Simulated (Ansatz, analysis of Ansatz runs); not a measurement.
# S on a Se site in ZnSe: local vibrational mode against experiment

Subject: S on a Se site in ZnSe. Wanted: its local vibrational mode, in one set-up (r2SCAN, 64-site cell, r2SCAN lattice, 500 eV, k: the single point 1/4 1/4 1/4). The model is a cell of 64 host atoms with 1 Se taken out and 1 S put in. The frequencies come from force constants among the defect atom and its neighbours, with the masses of the isotopes named. A meta-GGA costs about twice a GGA and mends lattice constants and part of the gap.

What was measured. Threefold local mode of S: 297 cm⁻¹, by Infrared reflectivity with Kramers-Kronig analysis (ZnSe with ~1% S) (“Optical Studies of Lattice Vibration in II-VI Semiconducting Compounds”, 1968, M. Balkanski). The runs below try to reproduce this.

Method: plane-wave PAW DFT, r2SCAN; relaxation of all atoms of a defect supercell, in Ansatz 0.2.0.

### 1. The starting structure

The cell holds 64 atoms: 32 Zn, 31 Se and 1 S. Its edges and angles: a = 11.332 Å, b = 11.332 Å, c = 11.332 Å, α = 90.0°, β = 90.0°, γ = 90.0°. It derives from ZnSe (space group F-43m). Nearest the centre at fractional (0.375, 0.375, 0.625): S16 at 0.00 Å, Zn57 at 2.45 Å, Zn12 at 2.45 Å, Zn27 at 2.45 Å, Zn42 at 2.45 Å, Se61 at 4.01 Å, Se29 at 4.01 Å, Se23 at 4.01 Å.

The host's primitive cell comes from a first run (plane-wave PAW DFT, r2SCAN; relaxation of the host's cell and atoms): vectors of 4.006, 4.006 and 4.006 Å. That is 22.74 Å³ an atom, 0.1 % under the diffraction cell's volume. The supercell is built on it.

### 2. Relaxation, charge 0

Every later number rests on the structure around the defect, so the atoms are relaxed at the host's lattice first.

Input file relax/input.yaml:

```yaml
relax:
  f_tol: 0.01
  max_steps: 80
  escape_saddle: false
crystal:
  lattice:
    - [11.331713, 0.0, 0.0]
    - [0.0, 0.0, -11.331713]
    - [0.0, 11.331713, 0.0]
  atoms:
    - { symbol: Zn, position: [0.0, 0.0, 0.0] }
    - { symbol: Zn, position: [0.0, 0.25, 0.25] }
    - { symbol: Zn, position: [0.25, 0.0, 0.25] }
    - { symbol: Zn, position: [0.25, 0.25, 0.0] }
    - { symbol: Se, position: [0.125, 0.125, 0.125] }
    - { symbol: Se, position: [0.125, 0.375, 0.375] }
    - { symbol: Se, position: [0.375, 0.125, 0.375] }
    - { symbol: Se, position: [0.375, 0.375, 0.125] }
    - { symbol: Zn, position: [0.0, 0.0, 0.5] }
    - { symbol: Zn, position: [0.0, 0.25, 0.75] }
    - { symbol: Zn, position: [0.25, 0.0, 0.75] }
    - { symbol: Zn, position: [0.25, 0.25, 0.5] }
    - { symbol: Se, position: [0.125, 0.125, 0.625] }
    - { symbol: Se, position: [0.125, 0.375, 0.875] }
    - { symbol: Se, position: [0.375, 0.125, 0.875] }
    - { symbol: S, position: [0.375, 0.375, 0.625] }
    - { symbol: Zn, position: [0.0, 0.5, 0.0] }
    - { symbol: Zn, position: [0.0, 0.75, 0.25] }
    - { symbol: Zn, position: [0.25, 0.5, 0.25] }
    - { symbol: Zn, position: [0.25, 0.75, 0.0] }
    - { symbol: Se, position: [0.125, 0.625, 0.125] }
    - { symbol: Se, position: [0.125, 0.875, 0.375] }
    - { symbol: Se, position: [0.375, 0.625, 0.375] }
    - { symbol: Se, position: [0.375, 0.875, 0.125] }
    - { symbol: Zn, position: [0.0, 0.5, 0.5] }
    - { symbol: Zn, position: [0.0, 0.75, 0.75] }
    - { symbol: Zn, position: [0.25, 0.5, 0.75] }
    - { symbol: Zn, position: [0.25, 0.75, 0.5] }
    - { symbol: Se, position: [0.125, 0.625, 0.625] }
    - { symbol: Se, position: [0.125, 0.875, 0.875] }
    - { symbol: Se, position: [0.375, 0.625, 0.875] }
    - { symbol: Se, position: [0.375, 0.875, 0.625] }
    - { symbol: Zn, position: [0.5, 0.0, 0.0] }
    - { symbol: Zn, position: [0.5, 0.25, 0.25] }
    - { symbol: Zn, position: [0.75, 0.0, 0.25] }
    - { symbol: Zn, position: [0.75, 0.25, 0.0] }
    - { symbol: Se, position: [0.625, 0.125, 0.125] }
    - { symbol: Se, position: [0.625, 0.375, 0.375] }
    - { symbol: Se, position: [0.875, 0.125, 0.375] }
    - { symbol: Se, position: [0.875, 0.375, 0.125] }
    - { symbol: Zn, position: [0.5, 0.0, 0.5] }
    - { symbol: Zn, position: [0.5, 0.25, 0.75] }
    - { symbol: Zn, position: [0.75, 0.0, 0.75] }
    - { symbol: Zn, position: [0.75, 0.25, 0.5] }
    - { symbol: Se, position: [0.625, 0.125, 0.625] }
    - { symbol: Se, position: [0.625, 0.375, 0.875] }
    - { symbol: Se, position: [0.875, 0.125, 0.875] }
    - { symbol: Se, position: [0.875, 0.375, 0.625] }
    - { symbol: Zn, position: [0.5, 0.5, 0.0] }
    - { symbol: Zn, position: [0.5, 0.75, 0.25] }
    - { symbol: Zn, position: [0.75, 0.5, 0.25] }
    - { symbol: Zn, position: [0.75, 0.75, 0.0] }
    - { symbol: Se, position: [0.625, 0.625, 0.125] }
    - { symbol: Se, position: [0.625, 0.875, 0.375] }
    - { symbol: Se, position: [0.875, 0.625, 0.375] }
    - { symbol: Se, position: [0.875, 0.875, 0.125] }
    - { symbol: Zn, position: [0.5, 0.5, 0.5] }
    - { symbol: Zn, position: [0.5, 0.75, 0.75] }
    - { symbol: Zn, position: [0.75, 0.5, 0.75] }
    - { symbol: Zn, position: [0.75, 0.75, 0.5] }
    - { symbol: Se, position: [0.625, 0.625, 0.625] }
    - { symbol: Se, position: [0.625, 0.875, 0.875] }
    - { symbol: Se, position: [0.875, 0.625, 0.875] }
    - { symbol: Se, position: [0.875, 0.875, 0.625] }
basis:
  ecutwfc: 500
  xc_grid: 2
hamiltonian:
  xc: r2scan
kpoints:
  mp_grid: { grid: [1, 1, 1], shift: [0.25, 0.25, 0.25] }
scf:
  occupations: { method: fermi_dirac, width: 0.01 }
  max_iter: 120
output:
  forces: true
checkpoint:
  write: "../relax.run"
  compress: false
  write_wavefunctions: true
  write_every: 100000
```

Run with:

```
$ ansatz run input.yaml --threads 4 --pin off --max-ram 7536MiB --backend cpu --events-out ev --progress --plain --runs-dir out
```

Numbers of over 12 decimals in the logs are rounded to 6 here.

Log:

```text
[... repeated set-up lines and file paths are left out, and long positions are rounded to six places ...]
Engine: ansatz 0.2.0, x86_64-unknown-linux-gnu
Pseudopotentials: kind: paw
Pseudopotential: Zn, paw, valence charge 12, recommended cutoff 500 eV (meta_gga), Zn.paw.azcp
Pseudopotential: Se, paw, valence charge 16, recommended cutoff 500 eV (meta_gga), Se.paw.azcp
Pseudopotential: S, paw, valence charge 6, recommended cutoff 500 eV (meta_gga), S.paw.azcp
Functional definition: r2SCAN
  parameter k0 = 0.174
  parameter k1 = 0.065
  parameter a1 = 4.9479
  exchange = r2scan_x(k0 = k0, k1 = k1, a1 = a1)
  correlation = r2scan_c
Crystal: 64 atoms, lattice volume = 1455.079 Å³
Basis set: ecut = 500 eV, 37073 PW (Γ), exchange–correlation on 180×180×180 points (8 copies of the dense FFT grid, shifted against one another)
Bands: 532, of which v1, the nominal top of the filled ones, is band 443 counted from 1 (442 counted from 0)
Symmetry: 6 space group operations
k-points: 1
Non-local potential: Zn, projectors of the file, l = 0: 2, l = 1: 2, l = 2: 3, l = 3: 1
Non-local potential: Se, projectors of the file, l = 0: 2, l = 1: 2, l = 2: 3, l = 3: 1
Non-local potential: S, projectors of the file, l = 0: 2, l = 1: 2, l = 2: 2
PAW form: soft (Blöchl's): semilocal exchange-correlation on the pseudo side does not see the compensation charge
PAW frozen core: Zn, regenerated for the run's functional (the file was generated under x = pbe(κ = 0.804, μ = 0.219515), c = pbe(β = 0.066725))
PAW frozen core: Se, regenerated for the run's functional (the file was generated under x = pbe(κ = 0.804, μ = 0.219515), c = pbe(β = 0.066725))
PAW frozen core: S, regenerated for the run's functional (the file was generated under x = pbe(κ = 0.804, μ = 0.219515), c = pbe(β = 0.066725))
PAW one-centre angular grid: Zn, 590 points (default); XC on 261 of its mesh's 2673 points in the sphere
PAW one-centre angular grid: Se, 590 points (default); XC on 160 Gauss nodes
PAW one-centre angular grid: S, 302 points (default); XC on 160 Gauss nodes
Initial density: superposition of atomic densities (neutral atoms: chi_scale 0, normalization atom), corrected by the library's trained network
Initial wavefunctions: pseudopotential atomic-orbital guess
Functional: x = r2scan, c = r2scan; τ floored in thin density (d = 2e-4 eV/Å³)
SCF iter   1: F=—  HF=-277203.842285 eV  |F-HF|=—  |Δ(HF+E_count)|=         —  Δρ=1.40e-2  dr2=1.33e0  dr2_τ=1.78e-1  ethr=1.77e-3  ⟨swp⟩=6.0  Hψ=2099  notcnv=0  defer=5
preconditioner: auto → Resta (q_TF=auto, 2.512 Å⁻¹)  ε∞=5.0  [insulator: Δε(μ)=2.942 eV  Ē_g=11.700 eV  σ=0.010 eV  W_gap=1.00  n_scr=388 (ndim 8)  ℏωp=23.4 eV  f_vac=0.117  D(μ)=0.00/eV (n_scr^D=0)  ε∞_Penn≈5.0]
SCF iter   2: F=—  HF=-277203.766717 eV  |F-HF|=—  |Δ(HF+E_count)|=   7.56e-2  Δρ=2.06e-3  dr2=6.27e-2  dr2_τ=5.96e-3  ethr=1.50e-4  ⟨swp⟩=2.0  Hψ=873  notcnv=0  defer=84
SCF iter   3: F=—  HF=-277203.731051 eV  |F-HF|=—  |Δ(HF+E_count)|=   3.57e-2  Δρ=3.04e-3  dr2=6.91e-2  dr2_τ=2.78e-4  ethr=7.08e-6  ⟨swp⟩=2.0  Hψ=721  notcnv=0  defer=84
SCF iter   4: F=—  HF=-277203.726596 eV  |F-HF|=—  |Δ(HF+E_count)|=   4.46e-3  Δρ=9.92e-4  dr2=9.24e-3  dr2_τ=8.61e-5  ethr=7.08e-6  ⟨swp⟩=3.0  Hψ=882  notcnv=0  defer=84
SCF iter   5: F=—  HF=-277203.725307 eV  |F-HF|=—  |Δ(HF+E_count)|=   1.29e-3  Δρ=1.97e-4  dr2=5.67e-4  dr2_τ=1.45e-5  ethr=1.04e-6  ⟨swp⟩=2.0  Hψ=896  notcnv=0  defer=84
SCF iter   6: F=—  HF=-277203.726681 eV  |F-HF|=—  |Δ(HF+E_count)|=   1.37e-3  Δρ=9.31e-5  dr2=1.29e-4  dr2_τ=1.66e-6  ethr=6.40e-8  ⟨swp⟩=2.0  Hψ=705  notcnv=0  defer=84
SCF iter   7: F=—  HF=-277203.726700 eV  |F-HF|=—  |Δ(HF+E_count)|=   1.88e-5  Δρ=4.38e-5  dr2=1.90e-5  dr2_τ=1.35e-7  ethr=1.46e-8  ⟨swp⟩=2.0  Hψ=735  notcnv=0  defer=84
SCF iter   8: F=-277203.726696 eV  HF=-277203.726696 eV  |F-HF|=3.35e-7  |Δ(HF+E_count)|=   3.63e-6  Δρ=1.28e-5  dr2=2.01e-6  dr2_τ=5.46e-8  ethr=2.82e-10  ⟨swp⟩=3.0  Hψ=2029  notcnv=0
SCF 1 converged in 8 iterations: F = -277203.726696 eV  dr2 = 2.01e-6
  greatest PAW one-centre occupation: 1.000 electrons in one spin orbital (limit 2), on the Se atom at site 12 (counted from 0), in its partial waves of l = 2
relax step   1: F+E_penalty+E_count = -277203.72669596 eV  Δ(F+E_penalty+E_count) = +0.000e0 eV  max|allowed force component| = 3.266e-1 eV/Å  Δτ_max = 0.0000 Å  (8 SCF iters, dr2 threshold 2.50e-6 eV, accepted)
[... the SCF cycles and remarks between the steps are left out from here to the last step ...]
relax step   2: F+E_penalty+E_count = -277203.82045365 eV  Δ(F+E_penalty+E_count) = -9.376e-2 eV  max|allowed force component| = 1.393e-1 eV/Å  Δτ_max = 0.0602 Å  (7 SCF iters, dr2 threshold 6.67e-6 eV, accepted)
relax step   3: F+E_penalty+E_count = -277203.83481222 eV  Δ(F+E_penalty+E_count) = -1.436e-2 eV  max|allowed force component| = 8.780e-3 eV/Å  Δτ_max = 0.0331 Å  (7 SCF iters, dr2 threshold 1.21e-6 eV, accepted)
iter 1 solved again at ethr=4.16e-11 eV; its pass at ethr=3.10e-3 eV (dr2=3.69e-7 eV) is discarded
SCF iter   1: F=—  HF=-277203.834812 eV  |F-HF|=—  |Δ(HF+E_count)|=         —  Δρ=4.39e-6  dr2=3.68e-7  dr2_τ=1.71e-8  ethr=4.16e-11  ⟨swp⟩=1.0  Hψ=1476  notcnv=0  defer=84
SCF iter   2: F=—  HF=-277203.834812 eV  |F-HF|=—  |Δ(HF+E_count)|=   1.93e-8  Δρ=2.52e-6  dr2=1.42e-7  dr2_τ=2.81e-9  ethr=4.15e-11  ⟨swp⟩=2.0  Hψ=891  notcnv=0  defer=84
SCF iter   3: F=-277203.834812 eV  HF=-277203.834812 eV  |F-HF|=9.37e-9  |Δ(HF+E_count)|=   5.21e-8  Δρ=1.68e-6  dr2=6.23e-8  dr2_τ=5.98e-10  ethr=1.13e-11  ⟨swp⟩=4.0  Hψ=1538  notcnv=0
SCF 4 converged in 3 iterations: F = -277203.834812 eV  dr2 = 6.23e-8
relax step   4: F+E_penalty+E_count = -277203.83481245 eV  Δ(F+E_penalty+E_count) = -2.307e-7 eV  max|allowed force component| = 8.803e-3 eV/Å  Δτ_max = 0.0000 Å  (3 SCF iters, accepted)
NSCF: frozen V_eff on 1 k-points
the band table was solved once a step of the walk had ended and its energy, with any forces and stress, was formed, with the checks that follow a solve (1618 applications of the Hamiltonian). They found nothing against the state; [...]
iter 1 solved again at ethr=7.04e-12 eV; its pass at ethr=3.10e-3 eV (dr2=6.24e-8 eV) is discarded
SCF iter   1: F=—  HF=-277203.834812 eV  |F-HF|=—  |Δ(HF+E_count)|=         —  Δρ=1.68e-6  dr2=6.23e-8  dr2_τ=5.98e-10  ethr=7.04e-12  ⟨swp⟩=1.0  Hψ=1476  notcnv=0
SCF iter   2: F=-277203.834812 eV  HF=-277203.834812 eV  |F-HF|=5.76e-9  |Δ(HF+E_count)|=   1.15e-8  Δρ=1.08e-6  dr2=3.21e-8  dr2_τ=2.46e-10  ethr=7.03e-12  ⟨swp⟩=3.0  Hψ=1266  notcnv=0
SCF 5 converged in 2 iterations: F = -277203.834812 eV  dr2 = 3.21e-8
NSCF: frozen V_eff on 1 k-points
the band table was solved once a step of the walk had ended and its energy, with any forces and stress, was formed, with the checks that follow a solve (1333 applications of the Hamiltonian). They found nothing against the state; [...]
SCF converged after 2 iterations
Free energy (F): -277203.834812 eV
Harris-Foulkes:  -277203.834812 eV  (|F-HF|=5.76e-9)
Internal energy: -277203.834812 eV  (E = F + TS)
E sigma→0 (E₀):  -277203.834812 eV
Fermi energy:    7.718893 eV
--- Per-component energies (eV) ---
  E_band       = -12427.963688
  E_kinetic    = 7969.876122
  E_local      = -138955.310875  (includes V_loc(G=0)·N_el)
  E_nonlocal   = 1359.236196
  E_hartree    = 64385.111734
  E_xc         = -7102.440436
  E_vxc        = -5082.692533  (∫ρ·V_xc dr)
  E_paw        = -119501.593882  (= ΣΔE_a)
  E_vpaw       = -6746.930891  (= ΣTr[D̂ρ^β])
  E_aug_tail   = -0.007547  (compensation charges beyond the density's cutoff)
  E_vtau       = 257.640507  (kinetic-family band-sum trace: ∫τ·v_τ [+ j·A + Jᵃ·Aᵃ] dr)
  E_ewald      = -85298.044680
  E_core_change = -60.661444  (= ΣΔE_core)
  E_smearing   = -0.000000  (= −TS)
  E_closure    = 0.000000  (closes the sum)
  Σ components = -277203.834812   (vs F -277203.834812, Δ=0.00e0)
--- Forces (eV/Å), atoms counted from 1 ---
  atom   1  Zn     0.00213110     0.00202777    -0.00213110
  atom   2  Zn     0.00354024     0.00354024     0.00428669
  [... 4 atoms left out ...]
  atom   7  Se     0.00365562    -0.00433042     0.00433042
  [... 4 atoms left out ...]
  atom  12  Zn    -0.00501497    -0.00501497     0.00501497
  [... 3 atoms left out ...]
  atom  16  S     -0.00043208    -0.00043208     0.00043208
  [... 6 atoms left out ...]
  atom  23  Se    -0.00866650    -0.00243918     0.00122625
  [... 3 atoms left out ...]
  atom  27  Zn    -0.00355794     0.00768666    -0.00768666
  [... 1 atom left out ...]
  atom  29  Se    -0.00243918    -0.00866650     0.00122625
  [... 1 atom left out ...]
  atom  31  Se     0.00538906    -0.00070649     0.00070649
  [... 10 atoms left out ...]
  atom  42  Zn     0.00768666     0.00768666     0.00355794
  [... 14 atoms left out ...]
  atom  57  Zn     0.00768666    -0.00355794    -0.00768666
  [... 3 atoms left out ...]
  atom  61  Se    -0.00070649     0.00538906     0.00070649
  [... 3 atoms left out ...]
  max |Σ_I F_I| component: 4.12e-4 eV/Å
--- Band table (eV) ---
  k-point 0: bands = ["-41.1745", "-41.1745", "-41.1745", "-41.1690", [... 524 left out ...] "13.9897", "13.9897", "14.0283", "14.2343"]
--- Relaxed structure (4 steps of the walk, 4 accepted, 0 SCFs on fresh bases) ---
  F+E_penalty+E_count = -277203.83481245 eV   max|allowed force component| = 8.803e-3 eV/Å
  atoms:
    - { symbol: Zn, position: [0.000173, 0.000173, 6.124181965069162e-5] }
    - { symbol: Zn, position: [0.000793, 0.250410, 0.250793] }
    [... 4 atoms left out ...]
    - { symbol: Se, position: [0.374618, 0.126414, 0.376414] }
    [... 4 atoms left out ...]
    - { symbol: Zn, position: [0.254751, 0.254751, 0.504751] }
    [... 3 atoms left out ...]
    - { symbol: S, position: [0.374842, 0.374842, 0.624842] }
    [... 6 atoms left out ...]
    - { symbol: Se, position: [0.375203, 0.623379, 0.376410] }
    [... 3 atoms left out ...]
    - { symbol: Zn, position: [0.254735, 0.495445, 0.745445] }
    [... 1 atom left out ...]
    - { symbol: Se, position: [0.126410, 0.623379, 0.625203] }
    [... 1 atom left out ...]
    - { symbol: Se, position: [0.374532, 0.623360, 0.873360] }
    [... 10 atoms left out ...]
    - { symbol: Zn, position: [0.495445, 0.254735, 0.745445] }
    [... 14 atoms left out ...]
    - { symbol: Zn, position: [0.495445, 0.495445, 0.504735] }
    [... 3 atoms left out ...]
    - { symbol: Se, position: [0.623360, 0.623360, 0.624532] }
    [... 3 atoms left out ...]
```

Run time: 3.5 min. Hardware: 4 threads of Intel Xeon Platinum 8259CL at 2.50GHz (Skylake/Cascade Lake), shared host; peak memory 6 GiB.

[end of part 1 of 2]

[Logs are printed without paths, hosts, clocks, repeated set-up lines and the standing remarks that a program may print on its own settings, such as how far it seeks lower states.]

[Hosts, paths, dates, database ids (printed as entryN), source tags and the programs' standing remarks are cut or masked in the printed files.]

[For some hosts the program warned that the k-mesh of the response run may be too coarse for force constants and the static dielectric constant; such warnings are not shown here.]
